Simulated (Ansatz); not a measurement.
# Rh (Fm-3m, 1 atom in the cell): phonons and vibrational spectra

How does Rh (Fm-3m, 1 atom in the cell) vibrate, and is this structure a minimum?

Program: Ansatz 0.2.0. Level of theory: DFT PBEsol, scalar-relativistic, plane waves, PAW. Results are calculated unless marked as measured.

Most raw output is cut from this account.

The database entry behind the starting cell differs from later determinations by our own check (an axis about 0.2 % short against later determinations), so it need not match the best structure at ambient conditions.

## (1) Starting point

The structure is cubic, space group Fm-3m (No. 225). The conventional cell has a = 3.796 Å, b = 3.796 Å, c = 3.796 Å, α = 90.00°, β = 90.00°, γ = 90.00°. Rh has 12 Rh at 2.68 Å nearest.

## (2) Relaxation

Harmonic phonons are second derivatives at a point where the forces vanish, and they are wanted at zero stress, so atoms and cell are relaxed first.

Contents of input.yaml:

```yaml
crystal:
  lattice:
    - [0.0, 1.89785, 1.89785]
    - [1.89785, 0.0, 1.89785]
    - [1.89785, 1.89785, 0.0]
  atoms:
    - { symbol: Rh, position: [0.0, 0.0, 0.0] }
kpoints:
  mp_grid: { grid: [18, 18, 18] }
hamiltonian:
  xc: pbesol
scf:
  occupations: { method: gaussian, width: 0.1 }
output:
  forces: true
  stress: true
  eigenvalues: true
  write_density: true
  write_potential: true
  elf: true
  volumetric_format: npy
relax:
  adjacent_minimum: "off"
  f_tol: 0.005
  max_steps: 80
  cell: { stress_tol: 0.05 }
```

Command:

```sh
ansatz run input.yaml --threads 4 --pin off --max-ram 7168MiB --backend cpu --events-out ev --progress --plain --runs-dir out
```

It took 3.4 s on 4 threads of Arm Neoverse V2, shared host; peak memory 0.31 GiB.

Step by step:

| step | energy less that of the first step (eV) | largest force component (eV/Å) | pressure (GPa) | volume (Å³) |
| --- | --- | --- | --- | --- |
| 1 | 0.0000 | 0.0000 | -3.57 | 13.67 |
| 2 | -0.0007 | 0.0000 | 3.17 | 13.36 |
| 3 | -0.0020 | 0.0000 | -0.08 | 13.51 |
| 4 | -0.0020 | 0.0000 | 0.00 | 13.50 |
| 5* | -0.0019 | 0.0000 | 0.00 | 13.50 |

Relaxation steps marked * repeat the geometry before them on a plane-wave basis chosen anew for their cell, so energy and pressure can jump there.

```csv
"conventional cell, symmetrised",before,after,change
a (Å),3.796,3.780,-0.4 %
b (Å),3.796,3.780,-0.4 %
c (Å),3.796,3.780,-0.4 %
volume (Å³/atom),13.67,13.50,-1.2 %
```

Final coordinates:

```xyz
1
Lattice="0.0000 1.8900 1.8900 1.8900 0.0000 1.8900 1.8900 1.8900 0.0000" Properties=species:S:1:pos:R:3 pbc="T T T"
Rh    0.0000    0.0000    0.0000
```

Numbers from this step:

* pressure: -6.56e-4 GPa
* volume per atom: 13.50 Å³
* gap on the k-mesh: 0 eV

Electrostatic potential energy in the ac plane of the conventional cell at fractional y = 0.000, with atoms of Rh within 0.2 Å of it. With pseudopotentials it is smooth inside the atoms' cores, unlike the true potential.

Ten even steps from '0' (-73 eV) to '9' (26 eV), each cell a mean:
```
01479999998620
23689999999753
67899999999986
99999766789999
99997522368999
99986200137999
99985200037999
99996311248999
99998644579999
88999888899988
45799999999864
12489999999631
00379999998520
```
Columns run along a (3.8 Å; values clipped at the 3rd and 97th percentile), rows up along c (3.8 Å), edges of the conventional cell, whose origin can differ from the input's. Atoms in or near the plane, at fractional coordinates: Rh at (0.00, 0.00), Rh at (0.50, 0.50).

Valence density in the ac plane of the conventional cell at fractional y = 0.000, with atoms of Rh within 0.2 Å of it. It is the smooth field of the valence electrons, not physical close to the nuclei.

Ten even steps from '0' (0 e/Å³) to '9' (14 e/Å³), each cell a mean:
```
86300000000147
43100000000023
10000000000001
00000011100000
00000244310000
00001478630000
00001589730000
00001356420000
00000122100000
00000000000000
21000000000012
64200000000136
97300000000158
```
Columns run along a (3.8 Å), rows up along c (3.8 Å), edges of the conventional cell, whose origin can differ from the input's. Atoms in or near the plane, at fractional coordinates: Rh at (0.00, 0.00), Rh at (0.50, 0.50).

ELF in the ac plane of the conventional cell at fractional y = 0.000, with atoms of Rh within 0.2 Å of it. It is the smooth field of the valence electrons, not physical close to the nuclei.

Ten even steps from '0' (0.19) to '9' (0.77), each cell a mean:
```
99730000001589
87410000001258
43111001001124
10011244321101
00002588741000
00015899973000
00015899973000
00014799862000
00011466521100
22111122111112
75311000001146
98620000001479
99730000001589
```
Columns run along a (3.8 Å), rows up along c (3.8 Å), edges of the conventional cell, whose origin can differ from the input's. Atoms in or near the plane, at fractional coordinates: Rh at (0.00, 0.00), Rh at (0.50, 0.50).

In this step the volume went from 13.67 to 13.50 Å³/atom.

## (3) Relaxing to small forces for the phonons

Phonons need a cell at rest on their own settings, so the relaxation is repeated with tight tolerances on forces and stress, using the mesh and the filling of the phonon run that follows.

Contents of input.yaml:

```yaml
crystal:
  lattice:
    - [0.0, 1.8899900502, 1.8899900502]
    - [1.8899900502, 0.0, 1.8899900502]
    - [1.8899900502, 1.8899900502, 0.0]
  atoms:
    - { symbol: Rh, position: [0.0, 0.0, 0.0] }
kpoints:
  mp_grid: { grid: [20, 20, 20] }
hamiltonian:
  xc: pbesol
scf:
  occupations: { method: methfessel_paxton, width: 0.15 }
output:
  forces: true
  stress: true
  eigenvalues: true
relax:
  adjacent_minimum: "off"
  f_tol: 0.001
  max_steps: 60
  cell: { stress_tol: 0.01 }
```

Run time: 2.7 s. Hardware: 4 threads; peak memory 0.32 GiB.

Little changed from the start: no atom moved by 0.005 Å and no cell edge by 0.1 %.

This step gave:

```yaml
pressure: -3.89e-4 GPa
```

The forces vanish by symmetry and the pressure is 0.000 GPa, within the tolerances set. The cell now holds 13.50 Å³/atom.

## (4) The dispersion

Stability and thermal properties need the whole zone. Linear response on a 4×4×4 q mesh gives force constants as far as a supercell of that size would.

input.yaml, the sections that differ from step 3:

```yaml
crystal:
  lattice:
    - [0.0, 1.8898314674, 1.8898314674]
    - [1.8898314674, 0.0, 1.8898314674]
    - [1.8898314674, 1.8898314674, 0.0]
  atoms:
    - { symbol: Rh, position: [0.0, 0.0, 0.0] }
output:
  eigenvalues: true
phonons:
  method: dfpt
  qmesh: [4, 4, 4]
  temperatures: { t_max: 1000, t_step: 50 }
  qpath:
    path:
      - [[0.0, 0.0, 0.0], [0.5, 0.0, 0.5], [0.625, 0.25, 0.625]]
      - [[0.375, 0.375, 0.75], [0.0, 0.0, 0.0], [0.5, 0.5, 0.5], [0.5, 0.25, 0.75], [0.5, 0.0, 0.5]]
    npoints: 10
# kpoints, hamiltonian, scf: as in step 3
# relax: removed
```

It took 2.2 min on 4 threads; peak memory 3.5 GiB.

This step gave:

- sum-rule residual before enforcement: 1.66e-4 eV/Å²
- lowest frequency on the path: 0 cm⁻¹
- highest frequency on the path or at a solved wavevector: 250.0 cm⁻¹
- mean frequency: 179.5 cm⁻¹
- Debye temperature (second moment): 343 K
- logarithmic mean frequency: 173.3 cm⁻¹
- lowest mode on the q mesh (acoustic modes at Γ apart): 100.0 cm⁻¹
- zero-point energy per atom: 33.39 meV
- heat capacity at 300 K: 23.39 J/(mol atoms K)
- vibrational entropy at 300 K: 30.36 J/(mol atoms K)

Frequencies (cm⁻¹) solved at each irreducible wavevector; negative means imaginary. Frequencies by wavevector, by row:

| q in reciprocal lattice units | star | mode 1 | mode 2 | mode 3 |
| --- | --- | --- | --- | --- |
| 0 0 0 | 1 | 0 | 0 | 0 |
| 0 0 0.25 | 8 | 100 | 100 | 202.4 |
| 0 0 -0.5 | 4 | 144.8 | 144.8 | 250 |
| 0 0.25 0.25 | 6 | 138.1 | 138.1 | 213.4 |
| 0 0.25 -0.5 | 24 | 168.5 | 178 | 233.8 |
| 0 0.25 -0.25 | 12 | 144.6 | 171.2 | 232.2 |
| 0 -0.5 -0.5 | 3 | 192.9 | 192.9 | 240.3 |
| 0.25 -0.5 -0.25 | 6 | 190.6 | 208.3 | 208.3 |

Interpolated from a 4×4×4 q mesh. The phonon branches at the labelled points (cm⁻¹):

```csv
point,branch 1,branch 2,branch 3
Γ,0,0,0
halfway,138,138,213
X,193,193,240
halfway,189,195,234
U,180,205,219
jump to K,180,205,219
halfway,116,139,220
Γ,0,0,0
halfway,100,100,202
L,145,145,250
halfway,163,179,233
W,191,208,208
halfway,191,194,230
X,193,193,240
```

The phonon density of states has structure finer than the step of the table below, so its rows give means over 10 cm⁻¹, whole bins alone (the curve runs from 1 to 251 cm⁻¹). Peaks (cm⁻¹: height): 189.0: 0.0297, 235.0: 0.0572.

Tetrahedra on a 28×28×28 mesh, mean over bins of 2 cm-1. Interpolated from a 4×4×4 q mesh. Phonon density of states against wavenumber; means over each step:

```
wavenumber (cm⁻¹)  phonon density of states (1/cm⁻¹/cell)
               10                                  2.6e-5
               20                                  1.3e-4
               30                                  3.1e-4
               40                                  5.7e-4
               50                                  9.1e-4
               60                                 0.00134
               70                                 0.00189
               80                                 0.00258
               90                                 0.00346
              100                                 0.00459
              110                                 0.00607
              120                                 0.00815
              130                                  0.0112
              140                                  0.0170
              150                                  0.0249
              160                                  0.0267
              170                                  0.0282
              180                                  0.0292
              190                                  0.0265
              200                                  0.0145
              210                                 0.00658
              220                                  0.0173
              230                                  0.0392
              240                                  0.0263
```

Second derivatives of the energy by pair, one row for each kind of neighbour of each atom listed. Each entry sums the pair over the periodic images of the supercell that the q mesh stands for, and in a polar crystal it holds the long-range dipole part too. Force constants by pair, by row:

```
atom  neighbour  distance (Å)  third of the trace (eV/Å²)  along the pair's line (eV/Å²)
 Rh1     itself             0                        12.9                              –
 Rh1         Rh         2.673                     -0.8398                         -2.713
 Rh1         Rh          3.78                     -0.0476                        -0.6091
 Rh1         Rh         4.629                     -0.1051                        -0.3386
 Rh1         Rh         5.345                     -0.0314                        -0.0795
 Rh1         Rh         5.976                       0.008                         0.0129
 Rh1         Rh         6.547                      -0.024                         -0.024
```

Harmonic thermodynamic functions per atom, from the density of states. Interpolated from a 4×4×4 q mesh. Thermodynamic functions, by row:

```csv
T (K),F_vib (meV/atom),S (J/mol-atom/K),C_V (J/mol-atom/K)
0,33.39,0,0
50,33.19,1.589,4.775
100,30.75,8.26,14.74
200,15.12,21.19,21.63
300,-11.85,30.36,23.39
400,-47.01,37.19,24.05
500,-88.46,42.6,24.36
600,-135,47.05,24.54
700,-185.8,50.85,24.64
800,-240.2,54.14,24.71
900,-297.9,57.06,24.76
1000,-358.4,59.67,24.8
```

Harmonic mean-square displacement, third of the trace. Interpolated from a 4×4×4 q mesh. Mean square displacements, by row:

```
T (K)  Rh1 U_eq (Å²)
    0        9.90e-4
  100        0.00134
  300        0.00308
  600        0.00596
```

Symmetry leaves 8 wavevectors to solve. The lowest mode among them, the acoustic zeros apart, lies at q = (0, 0, 0.25) and is real, 100 cm⁻¹.

## (5) Finite displacements in a supercell

Finite displacements in a 2×2×2 supercell give force constants from forces alone. They are exact at the wavevectors that the supercell holds, where they check the linear-response result.

input.yaml: that of step 4 with these lines changed.

```diff
@@ -16,4 +16,4 @@
 phonons:
-  method: dfpt
-  qmesh: [4, 4, 4]
+  method: fd
+  supercell: [2, 2, 2]
   temperatures: { t_max: 1000, t_step: 50 }
```

Run time: 27 s. Hardware: 4 threads; peak memory 1.1 GiB.

This step gave:

* atoms in the supercell: 8
* sum-rule residual before enforcement: 1.06e-4 eV/Å²
* highest frequency on the path or at a solved wavevector: 250 cm⁻¹

Interpolated from a 2×2×2 supercell, rough between the solved points. The phonon branches at the labelled points (cm⁻¹):

```csv
point,branch 1,branch 2,branch 3
Γ,0,0,0
halfway,138,138,172
X,193,193,240
halfway,190,200,237
U,181,216,228
jump to K,181,216,228
halfway,114,150,191
Γ,0,0,0
halfway,102,102,177
L,145,145,250
halfway,165,186,240
W,194,219,219
halfway,194,201,235
X,193,193,240
```

Tetrahedra on a 28×28×28 mesh, mean over bins of 2 cm-1. Interpolated from a 2×2×2 supercell, rough between the solved points. Phonon density of states against wavenumber; read off at these points:

wavenumber (cm⁻¹), phonon density of states (1/cm⁻¹/cell) and a bar:
```
       10     0.0000 
       20     0.0001 
       30     0.0003 
       40     0.0006 
       50     0.0009 #
       60     0.0013 #
       70     0.0019 #
       80     0.0026 ##
       90     0.0035 ##
      100     0.0047 ###
      110     0.0062 ####
      120     0.0081 ######
      130     0.0110 ########
      140     0.0158 ###########
      150     0.0233 ################
      160     0.0249 #################
      170     0.0265 ##################
      180     0.0282 ###################
      190     0.0300 #####################
      200     0.0192 #############
      210     0.0182 ############
      220     0.0119 ########
      230     0.0437 ##############################
      240     0.0151 ##########
      250     0.0015 #
```

On this path the spectrum ends at 250 cm⁻¹ (at L). No branch goes imaginary on this path.

## (6) What came out

| Item | Value |
| --- | --- |
| space group after relaxation (within 0.01 Å) | Fm-3m |
| volume per atom | 13.5 Å³ |
| electronic character | no gap on this mesh |
| lowest mode on the q mesh (acoustic modes at Γ apart) | 100 cm⁻¹ |
| highest frequency on the path or at a solved wavevector | 250 cm⁻¹ |
| zero-point energy per atom | 33.4 meV |
| heat capacity at 300 K | 23.4 J/(mol atoms K) |
| vibrational entropy at 300 K | 30.4 J/(mol atoms K) |
| Debye temperature (second moment) | 343 K |
| imaginary modes on the 4×4×4 q mesh | none |

In words: The structure is a minimum as far as tested: no mode is imaginary at the 8 irreducible wavevectors of the 4×4×4 mesh, and the softest away from the acoustic zeros lies at 100 cm⁻¹. With no gap, or one that is small against the smearing, the frequencies hang on the k mesh and the smearing, most of all near Kohn anomalies. These are harmonic frequencies at zero temperature: anharmonic shifts, linewidths and thermal expansion are left out.

[Logs are printed without paths, hosts, clocks, repeated set-up lines and the standing remarks that a program may print on its own settings, such as how far it seeks lower states.]

[Hosts, paths, dates, database ids (printed as entryN), source tags and the programs' standing remarks are cut or masked in the printed files.]
